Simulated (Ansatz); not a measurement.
# W2N monolayer: from the cell to its phonons, part 2 of 3

Aim: the vibrations of W2N monolayer, their spectra, and whether the structure is stable.

Ansatz 0.2.0; DFT PBEsol, scalar-relativistic, plane waves, PAW.

So far. Step 2 (Rough relaxation): The program solves this slab on a cell height of its own, 28.6 Å, in place of the one typed.

## Step 4: Relaxing to small forces for the phonons

Phonons need a cell at rest on their own settings, so the relaxation is repeated with tight tolerances on forces and stress on the k mesh and occupations of the first response run.

input.yaml reads:

```yaml
crystal:
  lattice:
    - [2.7572562306, 0.0, 0.0]
    - [-1.3786281153, 2.3878539405, 0.0]
    - [0.0, 0.0, 28.6]
  atoms:
    - { symbol: "N", position: [0.0, 0.0, 0.3496503497] }
    - { symbol: W, position: [0.3333333333, 0.6666666667, 0.3999151215] }
    - { symbol: W, position: [0.6666666667, 0.3333333333, 0.2993855779] }
  periodic: [true, true, false]
kpoints:
  mp_grid: { grid: [18, 18, 1] }
hamiltonian:
  xc: pbesol
scf:
  occupations: { method: methfessel_paxton, width: 0.15 }
output:
  forces: true
  stress: true
  eigenvalues: true
  write_density: true
  write_potential: true
  elf: true
  volumetric_format: npy
relax:
  adjacent_minimum: "off"
  f_tol: 0.001
  max_steps: 60
  cell: { stress_2d_tol: 0.002 }
```

Launch:

```console
$ ansatz run input.yaml --threads 8 --pin off --max-ram 14336MiB --backend cpu --events-out ev --progress --plain --runs-dir out
```

Numbers of over 12 decimals in the logs are rounded to 6 here.

Output:

```text
[...]
Crystal: 3 atoms, lattice volume = 188.300 Å³
Basis set: ecut = 420 eV, 3677 PW (Γ), exchange–correlation on 40×40×384 points (8 copies of the dense FFT grid, shifted against one another)
Bands: 21, of which v1, the nominal top of the filled ones, is band 17 counted from 1 (16 counted from 0)
Symmetry: 12 space group operations
[...]
k-points: 37 of 324
[...]
k-point 36: bands = [... 13 lower, -7.0621, -7.0621, -6.7935, -4.7204, -4.7204, -3.0522, -3.0522, -2.2075]
--- Relaxed structure (3 steps of the walk, 3 accepted, 1 SCFs on fresh bases) ---
[...]
cell:  # Å, volume = 188.2976 Å³
    - [2.757237, 0, 0]
    - [-1.378618, 2.387837, 0]
    - [0, 0, 28.6]
  atoms:
    - { symbol: N, position: [0, 0, 0.349650] }
    - { symbol: W, position: [0.333333, 0.666667, 0.399910] }
    - { symbol: W, position: [0.666667, 0.333333, 0.299390] }
[key lines of the parts left out:]
SCF converged after 9 iterations
Free energy (F): -20888.887850 eV
Fermi energy:    -5.417779 eV
P = ½ c Tr σ = 0.0013 N/m
```

The job ended after 6.7 s (8 threads of Arm Neoverse V2, shared host; peak memory 0.65 GiB; 48 s of CPU time).

Little changed from the start: no atom moved by 0.005 Å and no cell edge by 0.1 %.

Valence density in the ac plane at fractional y = 0.333, with atoms of W within 0.2 Å of it. It is the smooth field of the valence electrons, not physical close to the nuclei.

Ten steps, logarithmic in the rise over the least value, from '_' (0.0 e/Å³) to '@' (4.2 e/Å³), each cell a mean:
```
____________________________
____________________________
____________________________
____________________________
____________________________
____________________________
____________________________
____________________________
____________________________
____________________________
____________________________
____________________________
____________________________
============--------------==
**########**++++========++++
++******++++==============++
**++++++++**%%@@@@@@@@@@@@##
====----====**####%%%%##**++
____________________________
____________________________
____________________________
____________________________
____________________________
____________________________
```
Columns run along a (2.8 Å), rows up along c (28.6 Å). Atoms in or near the plane, at fractional coordinates: W at (0.67, 0.30).

ELF in the ac plane at fractional y = 0.333, with atoms of W within 0.2 Å of it. It is the smooth field of the valence electrons, not physical close to the nuclei.

Values, 24 rows by 14 columns, each cell a mean:
```
0.00 0.00 0.00 0.00 0.00 0.00 0.00 0.00 0.00 0.00 0.00 0.00 0.00 0.00
0.00 0.00 0.00 0.00 0.00 0.00 0.00 0.00 0.00 0.00 0.00 0.00 0.00 0.00
0.00 0.00 0.00 0.00 0.00 0.00 0.00 0.00 0.00 0.00 0.00 0.00 0.00 0.00
0.00 0.00 0.00 0.00 0.00 0.00 0.00 0.00 0.00 0.00 0.00 0.00 0.00 0.00
0.00 0.00 0.00 0.00 0.00 0.00 0.00 0.00 0.00 0.00 0.00 0.00 0.00 0.00
0.00 0.00 0.00 0.00 0.00 0.00 0.00 0.00 0.00 0.00 0.00 0.00 0.00 0.00
0.00 0.00 0.00 0.00 0.00 0.00 0.00 0.00 0.00 0.00 0.00 0.00 0.00 0.00
0.00 0.00 0.00 0.00 0.00 0.00 0.00 0.00 0.00 0.00 0.00 0.00 0.00 0.00
0.00 0.00 0.00 0.00 0.00 0.00 0.00 0.00 0.00 0.00 0.00 0.00 0.00 0.00
0.00 0.00 0.00 0.00 0.00 0.00 0.00 0.00 0.00 0.00 0.00 0.00 0.00 0.00
0.00 0.00 0.00 0.00 0.00 0.00 0.00 0.00 0.00 0.00 0.00 0.00 0.00 0.00
0.01 0.01 0.01 0.01 0.01 0.01 0.02 0.02 0.02 0.02 0.02 0.02 0.02 0.02
0.17 0.15 0.14 0.14 0.16 0.18 0.21 0.24 0.28 0.29 0.29 0.27 0.24 0.20
0.28 0.27 0.27 0.27 0.28 0.30 0.38 0.49 0.59 0.64 0.64 0.57 0.46 0.35
0.28 0.35 0.39 0.39 0.34 0.28 0.26 0.32 0.42 0.48 0.47 0.39 0.29 0.24
0.46 0.56 0.61 0.60 0.54 0.42 0.28 0.19 0.15 0.15 0.15 0.17 0.23 0.34
0.28 0.26 0.33 0.31 0.24 0.32 0.52 0.61 0.51 0.37 0.40 0.55 0.60 0.45
0.28 0.42 0.53 0.51 0.37 0.26 0.26 0.32 0.38 0.40 0.40 0.36 0.30 0.25
0.18 0.24 0.27 0.26 0.22 0.16 0.11 0.08 0.06 0.05 0.06 0.07 0.09 0.13
0.02 0.02 0.02 0.02 0.02 0.02 0.01 0.01 0.01 0.01 0.01 0.01 0.01 0.01
0.00 0.00 0.00 0.00 0.00 0.00 0.00 0.00 0.00 0.00 0.00 0.00 0.00 0.00
0.00 0.00 0.00 0.00 0.00 0.00 0.00 0.00 0.00 0.00 0.00 0.00 0.00 0.00
0.00 0.00 0.00 0.00 0.00 0.00 0.00 0.00 0.00 0.00 0.00 0.00 0.00 0.00
0.00 0.00 0.00 0.00 0.00 0.00 0.00 0.00 0.00 0.00 0.00 0.00 0.00 0.00
```
Columns run along a (2.8 Å), rows up along c (28.6 Å). Atoms in or near the plane, at fractional coordinates: W at (0.67, 0.30).

Electrostatic potential energy in the ac plane at fractional y = 0.333, with atoms of W within 0.2 Å of it. With pseudopotentials it is smooth inside the atoms' cores, unlike the true potential.

Ten even steps from '0' (-36 eV) to '9' (0 eV), each cell a mean:
```
99999999999999
99999999999999
99999999999999
99999999999999
99999999999999
99999999999999
99999999999999
99999999999999
99999999999999
99999999999999
99999999999999
99999999999999
99999999999999
77667788999988
32112467888775
77667777777777
46776200000001
78888654333345
99999999999999
99999999999999
99999999999999
99999999999999
99999999999999
99999999999999
```
Columns run along a (2.8 Å; values clipped at the 3rd and 97th percentile), rows up along c (28.6 Å). Atoms in or near the plane, at fractional coordinates: W at (0.67, 0.30).

The largest force component left is 0.13 meV/Å, within the tolerances set.

## Step 5: Linear response at the zone centre

The zone centre comes first: it holds the modes that light can see, as far as symmetry allows. No field response is asked, since the mesh shows no gap.

input.yaml, the sections that differ from step 4:

```yaml
crystal:
  lattice:
    - [2.7572366177, 0.0, 0.0]
    - [-1.3786183089, 2.3878369552, 0.0]
    - [0.0, 0.0, 28.6]
  atoms:
    - { symbol: "N", position: [0.0, 0.0, 0.3496503497] }
    - { symbol: W, position: [0.3333333333, 0.6666666667, 0.3999103818] }
    - { symbol: W, position: [0.6666666667, 0.3333333333, 0.2993903176] }
  periodic: [true, true, false]
output:
  eigenvalues: true
phonons:
  method: dfpt
# kpoints, hamiltonian, scf: as in step 4
# relax: removed
```

Output:

```text
Warning: crystal.symmetry: narrowed to the stabiliser of the run's FFT grids — unitary ops 12 → 6. A phonons.method: dfpt run fills in the rows of the dynamical matrix that it does not solve by its symmetry operations, which is exact only for operations that map its FFT grids onto themselves: filled in by any other, the frequencies could depend on the order in which like atoms are typed, or, by more than the grids' own error, on where the crystal sits among the grids' points. Excluded: 6 operations. The run can therefore solve more perturbations, solve them on more k-points, or both, and cost more. [rest of the remark cut]
[...]
Crystal: 3 atoms, lattice volume = 188.298 Å³
Basis set: ecut = 420 eV, 3677 PW (Γ), exchange–correlation on 40×40×384 points (8 copies of the dense FFT grid, shifted against one another)
Bands: 21, of which v1, the nominal top of the filled ones, is band 17 counted from 1 (16 counted from 0)
Symmetry: 12 space group operations
k-points: 91 of 324 (irreducible under 2 space group operations, time reversal used)
[...]
SCF iter   1: F=—  HF=-20888.948440 eV  |F-HF|=—  |Δ(HF+E_count)|=         —  Δρ=1.11e-2  dr2=3.46e-1  ethr=1.77e-3  ⟨swp⟩=11.9  Hψ=15888  notcnv=0
[...]
SCF iter  10: F=-20888.887850 eV  HF=-20888.887850 eV  |F-HF|=5.46e-11  |Δ(HF+E_count)|=  1.02e-10  S|Δr|=    0.00e0  Δρ=4.44e-8  dr2=3.27e-12  ethr=1.00e-12  ⟨swp⟩=19.3  Hψ=17900  notcnv=0
SCF 1 converged in 10 iterations: F = -20888.887850 eV  dr2 = 3.27e-12
[...]
DFPT response loops at Γ: preconditioner auto → none (partly filled bands, converged f_vac=0.734); β = 0.50; Broyden in place of MSR1
SCF converged after 10 iterations
[...]
Free energy (F): -20888.887850 eV
[...]
Internal energy: -20888.888480 eV  (E = F + TS)
E sigma→0 (E₀):  -20888.888007 eV
Entropy (-TS):   0.000631 eV (0.210 meV/atom)
Fermi energy:    -5.417777 eV
[...]
--- Band table (eV; the first three rows and the last of 91) ---
  k-point 0: bands = [... 13 lower, -6.8718, -6.7039, -6.5393, -6.4913, -6.4913, -4.7098, -4.7098, -3.7274]
  k-point 1: bands = [... 13 lower, -7.1061, -6.7768, -6.7267, -6.3671, -6.1504, -4.8690, -4.7487, -3.6400]
  k-point 2: bands = [... 13 lower, -7.7121, -6.9336, -6.5987, -5.9993, -5.9355, -5.1090, -4.7603, -3.4818]
  k-point 90: bands = [... 13 lower, -7.4532, -7.2231, -6.7655, -5.2450, -4.1333, -3.6808, -2.1887, -1.9919]
--- Phonons (Γ-DFPT): 6 representative perturbations + reference, on 91 of 324 k-points (Σ response iterations 35) ---
  ASR residual: 8.049e-5 → 0.000e0 eV/Å²; symmetrization residual: 1.640e-5 eV/Å²
  The last average, over the group as it would stand without the narrowing to the FFT grids, took up to 6.283e-7 eV/Å² of the zone centre's force constants
  ASR residual per site (eV/Å²): 4.05e-5 8.04e-5 8.05e-5
  Γ frequencies (cm⁻¹): 0.00 0.00 0.00 93.98 93.98 146.82 332.16 332.16 609.24
  non-analytic LO–TO correction: not included (Born effective charges unavailable; polar crystals: no LO–TO splitting at Γ)
```

It took 42 s on 8 threads; peak memory 1.4 GiB.

The column dr2 measures how far the density is from self-consistency, as an energy; F and HF (Harris–Foulkes) agree once it is small.

This step gave:

```yaml
sum_rule_residual_before_enforcement: 8.05e-5 eV/Å²
point_group: -3m
highest_optical_mode_at_the_zone_centre_no_lo_to_term: 609.2 cm⁻¹
lowest_optical_zone_centre_mode: 93.98 cm⁻¹
```

Patterns of degenerate modes are one choice out of their space. Modes at Γ, with each element's share of the kinetic energy:

```
mode  frequency (cm⁻¹)  symmetry  N %  W %
   1               0.0  acoustic    4   96
   2               0.0  acoustic    4   96
   3               0.0  acoustic    4   96
   4              94.0        Eg    0  100
   5              94.0        Eg    0  100
   6             146.8       A1g    0  100
   7             332.2        Eu   96    4
   8             332.2        Eu   96    4
   9             609.2       A2u   96    4
```

Displacements in mode 4 (94.0 cm⁻¹), the largest set to 1:
```
N1   0.00  0.00  0.00
W2   0.00  1.00  0.00
W3   0.00 -1.00  0.00
```

Displacements in mode 6 (146.8 cm⁻¹), the largest set to 1:
```
N1   0.00  0.00  0.00
W2   0.00  0.00 -1.00
W3   0.00  0.00  1.00
```

Before it was imposed, the acoustic sum rule was missed by 8.0e-5 eV/Å². Small misses are needed for a sound result but don't prove that mesh and cutoff are converged. The lowest optical mode is real, 94.0 cm⁻¹.

[end of part 2 of 3]

[Logs are printed without paths, hosts, clocks, repeated set-up lines and the standing remarks that a program may print on its own settings, such as how far it seeks lower states.]

[Hosts, paths, dates, database ids (printed as entryN), source tags and the programs' standing remarks are cut or masked in the printed files.]
